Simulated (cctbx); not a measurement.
# Hf9Ti4Te with cctbx, script by script

Library: cctbx 2025.11. The data are simulated by the first script.

## 1. Simulate the data

run.py:

```python
from cctbx import adptbx, crystal, miller, sgtbx, xray
from cctbx.array_family import flex
from iotbx.shelx import hklf
from scitbx import matrix
import scitbx.random

cs = crystal.symmetry(unit_cell=(8.657, 8.657, 8.437, 90, 90, 120), space_group_symbol='Hall: -P 6c 2c')  # P6_3/mmc
atoms = [  # label, site, U (iso, or U11 U22 U33 U12 U13 U23 in A^2), occupancy
    ("Hf1", (0.5423, 0.4577, 0.25), (0.0085, 0.0085, 0.0037, 0.0064, 0.0000, 0.0000), 1),
    ("Hf2", (0.8057, 0.1943, 0.5509), (0.0091, 0.0091, 0.0077, 0.0056, 0.0013, -0.0013), 0.975),
    ("Ti1", (0.8057, 0.1943, 0.5509), (0.0091, 0.0091, 0.0077, 0.0056, 0.0013, -0.0013), 0.025),
    ("Te1", (1/3, 2/3, 0.25), (0.0058, 0.0058, 0.0075, 0.0029, 0.0000, 0.0000), 1),
    ("Ti2", (0, 0, 0.5), (0.0065, 0.0065, 0.0074, 0.0033, 0.0000, -0.0000), 1),
    ("Ti3", (0.889, 0.111, 0.25), (0.0093, 0.0093, 0.0059, 0.0045, 0.0000, 0.0000), 0.95),
    ("Hf3", (0.889, 0.111, 0.25), (0.0093, 0.0093, 0.0059, 0.0045, 0.0000, 0.0000), 0.05),
]
xs = xray.structure(crystal_symmetry=cs)
for label, site, u, occ in atoms:
    u = adptbx.u_cif_as_u_star(cs.unit_cell(), u) if isinstance(u, tuple) else u
    xs.add_scatterer(xray.scatterer(label, site=site, u=u, occupancy=occ))
xs.set_inelastic_form_factors(1.54184, "sasaki")
xs.show_summary()
p1 = xs.expand_to_p1()
ms = miller.build_set(p1, anomalous_flag=True, d_min=0.83)
flex.set_random_seed(707252)
scitbx.random.set_random_seed(707252)
ms = ms.select(flex.random_double(ms.size()) < 0.8)
i = ms.structure_factors_from_scatterers(p1, algorithm="direct").f_calc().as_intensity_array().data()
i = i / flex.sqrt(1 + 0.3 * i / flex.max(i))  # extinction
i = i * 20000 / flex.max(i)
sig = flex.sqrt(i + flex.pow2(0.02 * i) + 4 ** 2)
noise = scitbx.random.variate(scitbx.random.normal_distribution())(i.size())
data = ms.array(data=i + sig * noise, sigmas=sig).set_observation_type_xray_intensity()
with open("data.hkl", "w") as f:
    data.export_as_shelx_hklf(f)
print("reflections written:", data.size(), " <I/sigma> = %.1f" % flex.mean(data.data() / data.sigmas()))
for h, a, b in list(data.sort("data"))[:12]:
    print("%4d%4d%4d %9.1f %7.1f" % (h + (a, b)))
```

```console
$ python run.py
```

```text
Number of scatterers: 7
At special positions: 7
Unit cell: (8.657, 8.657, 8.437, 90, 90, 120)
Space group: P 63/m m c (No. 194)
reflections written: 3220  <I/sigma> = 18.0
   0   0  -4   20549.2   424.3
  -4   2   0   16831.7   343.0
  -2   4   0   16421.0   343.0
   4  -2   0   15741.6   343.0
  -2  -2   0   15392.0   343.0
   2  -4   0   15377.3   343.0
  -5   0  -2   14932.8   314.2
  -5   5  -2   14885.9   314.2
   0  -5  -2   14769.1   314.2
  -3   0  -5   14635.6   311.1
   0   5  -2   14531.0   314.2
  -5   5   2   14433.2   314.2
```

It took 0.24 s on 1 thread of Arm Neoverse V2, on a shared host, peak memory 0.07 GiB.

## 2. Refinement

run.py:

```python
import math
from cctbx import adptbx, crystal, maptbx, sgtbx, xray
from cctbx.array_family import flex
from cctbx.xray import observations
from iotbx.shelx import hklf
from scitbx.lstbx import normal_eqns_solving
from smtbx import absolute_structure, utils
from smtbx.refinement import constraints, least_squares

cs = crystal.symmetry(unit_cell=(8.657, 8.657, 8.437, 90, 90, 120), space_group_symbol='Hall: -P 6c 2c')  # P6_3/mmc
atoms = [  # label, site, U (iso, or U11 U22 U33 U12 U13 U23 in A^2), occupancy
    ("Hf1", (0.5423, 0.4577, 0.25), 0.0200, 1),
    ("Hf2", (0.8057, 0.1943, 0.5509), 0.0200, 1),
    ("Te1", (1/3, 2/3, 0.25), 0.0200, 1),
    ("Ti2", (0, 0, 0.5), 0.0200, 1),
    ("Ti3", (0.889, 0.111, 0.25), 0.0200, 1),
]
xs = xray.structure(crystal_symmetry=cs)
for label, site, u, occ in atoms:
    u = adptbx.u_cif_as_u_star(cs.unit_cell(), u) if isinstance(u, tuple) else u
    xs.add_scatterer(xray.scatterer(label, site=site, u=u, occupancy=occ))
xs.set_inelastic_form_factors(1.54184, "sasaki")
xs.convert_to_anisotropic()
raw = hklf.reader(file_name="data.hkl").as_miller_arrays(crystal_symmetry=cs, anomalous=True)[0]
merged = raw.eliminate_sys_absent().merge_equivalents()
fo2 = merged.array().set_observation_type_xray_intensity()
print("Rint %.3f, %d unique reflections to %.2f A" % (merged.r_int(), fo2.size(), fo2.d_min()))
for sc in xs.scatterers():
    sc.flags.set_grad_site(True)
    sc.flags.set_grad_u_aniso(sc.flags.use_u_aniso())
    sc.flags.set_grad_u_iso(sc.flags.use_u_iso())
obs = fo2.as_xray_observations()
extra = {}
rep = constraints.reparametrisation(xs, [], utils.connectivity_table(xs), **extra)
ls = least_squares.crystallographic_ls(obs, rep, weighting_scheme=least_squares.mainstream_shelx_weighting(a=0, b=0))
print("cycle     R1     wR2    GooF  max shift (A)")
for cycle in range(12):
    ls.build_up()
    r1, wr2, goof = ls.r1_factor(cutoff_factor=2)[0], ls.wR2(), ls.goof()
    old = xs.sites_cart()
    normal_eqns_solving.levenberg_marquardt_iterations(ls, n_max_iterations=3, tau=1e-06, step_threshold=1e-7)
    big = flex.max((xs.sites_cart() - old).norms())
    print("%4d %7.4f %7.4f %7.3f %9.5f" % (cycle + 1, r1, wr2, goof, big))
    ls.build_up(objective_only=True)
    if abs(ls.wR2() - wr2) < 5e-5 and big < 5e-4:
        break
ls.build_up()
print("final R1 %.4f wR2 %.4f GooF %.3f  parameters %d  data/parameter %.1f" % (ls.r1_factor(cutoff_factor=2)[0], ls.wR2(), ls.goof(), ls.n_parameters, fo2.size() / ls.n_parameters))
cov = ls.covariance_matrix_and_annotations()
su = dict(zip(cov.annotations, (math.sqrt(max(v, 0)) for v in cov.matrix.matrix_packed_u_diagonal())))
a2 = cs.unit_cell().reciprocal_parameters()[0] ** -2
print("atom        x        y        z      Ueq    occ   su(xyz)  su(Uiso or U11)")
for sc in xs.scatterers():
    s = max(su.get(sc.label + k, 0) for k in (".x", ".y", ".z"))
    npd = "" if sc.is_positive_definite_u(cs.unit_cell()) else "  NPD"
    print("%-5s %8.5f %8.5f %8.5f %8.4f %6.3f %8.5f %7.4f%s" % ((sc.label,) + sc.site + (sc.u_iso_or_equiv(cs.unit_cell()), sc.occupancy, s, su.get(sc.label + ".uiso", su.get(sc.label + ".u11", 0) * a2), npd)))
fo = fo2.f_sq_as_f()
fc = fo.structure_factors_from_scatterers(xs, algorithm="direct").f_calc()
diff = fo.f_obs_minus_f_calc(1 / math.sqrt(ls.scale_factor()), fc).average_bijvoet_mates()
m = diff.fft_map(symmetry_flags=maptbx.use_space_group_symmetry, resolution_factor=0.25).apply_volume_scaling()
print("difference map: max %.2f min %.2f rms %.2f" % (m.statistics().max(), m.statistics().min(), m.statistics().sigma()))
peaks = m.peak_search(parameters=maptbx.peak_search_parameters(min_distance_sym_equiv=0.6, max_clusters=6)).all()
near = xs.closest_distances(peaks.sites(), distance_cutoff=4)
sps = cs.special_position_settings(min_distance_sym_equiv=0.5)
for k, (x, h) in enumerate(zip(peaks.sites(), peaks.heights())):
    ss = sps.site_symmetry(x)
    print("Q%-3d %7.4f %7.4f %7.4f %4d %7.2f  %.2f A from %s" % ((k + 1,) + tuple(t % 1 for t in ss.exact_site()) + (ss.multiplicity(), h, near.smallest_distances[k], xs.scatterers()[near.i_seqs[k]].label)))
```

```console
$ python run.py
```

```text
Rint 0.023, 221 unique reflections to 0.83 A
cycle     R1     wR2    GooF  max shift (A)
   1  0.1059  0.2195  18.389   0.00296
   2  0.0144  0.0299   2.507   0.00000
final R1 0.0144 wR2 0.0299 GooF 2.507  parameters 18  data/parameter 12.3
atom        x        y        z      Ueq    occ   su(xyz)  su(Uiso or U11)
Hf1    0.54231  0.45769  0.25000   0.0049  1.000  0.00003  0.0002
Hf2    0.80575  0.19425  0.55092   0.0081  1.000  0.00005  0.0002
Te1    0.33333  0.66667  0.25000   0.0054  1.000  0.00000  0.0003
Ti2    0.00000  0.00000  0.50000   0.0061  1.000  0.00000  0.0010
Ti3    0.88920  0.11080  0.25000   0.0009  1.000  0.00012  0.0006  NPD
difference map: max 1.21 min -1.74 rms 0.30
Q1    0.1013  0.2025  0.6997   12    1.25  0.45 A from Ti3
Q2    0.0788  0.1576  0.0268   12    0.65  1.20 A from Ti2
Q3    0.2435  0.4870  0.6985   12    0.57  1.72 A from Hf1
Q4    0.0812  0.4101  0.1126   24    0.57  1.20 A from Hf2
Q5    0.2450  0.4899  0.1717   12    0.55  1.27 A from Hf2
Q6    0.2074  0.5593  0.7500   12    0.49  1.00 A from Hf1
```

Time: 0.37 s.

This run holds a fault made on purpose: disorder ignored: each site full, of its main element.

## 3. Refinement (occupancies of the disordered sites free, main element alone)

run.py, as its changes from the last script of this kind:

```diff
@@ -12,5 +12,5 @@
-    ("Hf1", (0.5423, 0.4577, 0.25), 0.0200, 1),
-    ("Hf2", (0.8057, 0.1943, 0.5509), 0.0200, 1),
-    ("Te1", (1/3, 2/3, 0.25), 0.0200, 1),
-    ("Ti2", (0, 0, 0.5), 0.0200, 1),
-    ("Ti3", (0.889, 0.111, 0.25), 0.0200, 1),
+    ("Hf1", (0.54231, 0.45769, 0.25), 0.0120, 1),
+    ("Hf2", (0.80575, 0.19425, 0.55092), 0.0120, 1),
+    ("Te1", (1/3, 2/3, 0.25), 0.0120, 1),
+    ("Ti2", (0, 0, 0.5), 0.0120, 1),
+    ("Ti3", (0.8892, 0.1108, 0.25), 0.0120, 1),
@@ -31,0 +32 @@
+    sc.flags.set_grad_occupancy(sc.label in ('Hf2', 'Ti3'))
@@ -37 +38 @@
-for cycle in range(12):
+for cycle in range(20):
@@ -56,0 +58,2 @@
+print("su of occupancy Hf2: %.3f" % su["Hf2.occ"])
+print("su of occupancy Ti3: %.3f" % su["Ti3.occ"])
```

```console
$ python run.py
```

```text
Rint 0.023, 221 unique reflections to 0.83 A
cycle     R1     wR2    GooF  max shift (A)
   1  0.0584  0.1258  10.596   0.00013
   2  0.0132  0.0262   2.208   0.00002
   3  0.0128  0.0250   2.105   0.00001
   4  0.0125  0.0242   2.042   0.00001
   5  0.0123  0.0237   1.994   0.00001
   6  0.0121  0.0232   1.955   0.00001
   7  0.0120  0.0228   1.923   0.00001
   8  0.0119  0.0225   1.897   0.00001
   9  0.0118  0.0223   1.875   0.00001
  10  0.0117  0.0221   1.858   0.00001
  11  0.0116  0.0219   1.843   0.00001
  12  0.0116  0.0218   1.832   0.00001
  13  0.0115  0.0216   1.822   0.00000
  14  0.0115  0.0215   1.814   0.00000
  15  0.0114  0.0215   1.808   0.00000
  16  0.0114  0.0214   1.802   0.00000
  17  0.0114  0.0214   1.798   0.00000
final R1 0.0114 wR2 0.0213 GooF 1.795  parameters 20  data/parameter 11.1
atom        x        y        z      Ueq    occ   su(xyz)  su(Uiso or U11)
Hf1    0.54231  0.45769  0.25000   0.0055  1.000  0.00002  0.0002
Hf2    0.80574  0.19426  0.55092   0.0077  0.982  0.00003  0.0001
Te1    0.33333  0.66667  0.25000   0.0059  1.000  0.00000  0.0003
Ti2    0.00000  0.00000  0.50000   0.0068  1.000  0.00000  0.0007
Ti3    0.88919  0.11081  0.25000   0.0052  1.074  0.00009  0.0006
su of occupancy Hf2: 0.003
su of occupancy Ti3: 0.008
difference map: max 0.57 min -1.66 rms 0.26
Q1    0.0814  0.1628  0.0319   12    0.60  1.25 A from Ti2
Q2    0.2417  0.4834  0.7004   12    0.58  1.73 A from Hf1
Q3    0.0117  0.2469  0.1968   24    0.53  1.21 A from Ti3
Q4    0.2457  0.4913  0.1705   12    0.52  1.27 A from Hf2
Q5    0.0822  0.4111  0.1131   24    0.52  1.20 A from Hf2
Q6    0.2123  0.5578  0.7500   12    0.51  1.04 A from Hf1
```

It took 1.1 s on 1 thread of Arm Neoverse V2, with other jobs on the host, peak memory 0.09 GiB.

[Logs are printed without paths, hosts, clocks, repeated set-up lines and the standing remarks that a program may print on its own settings, such as how far it seeks lower states.]
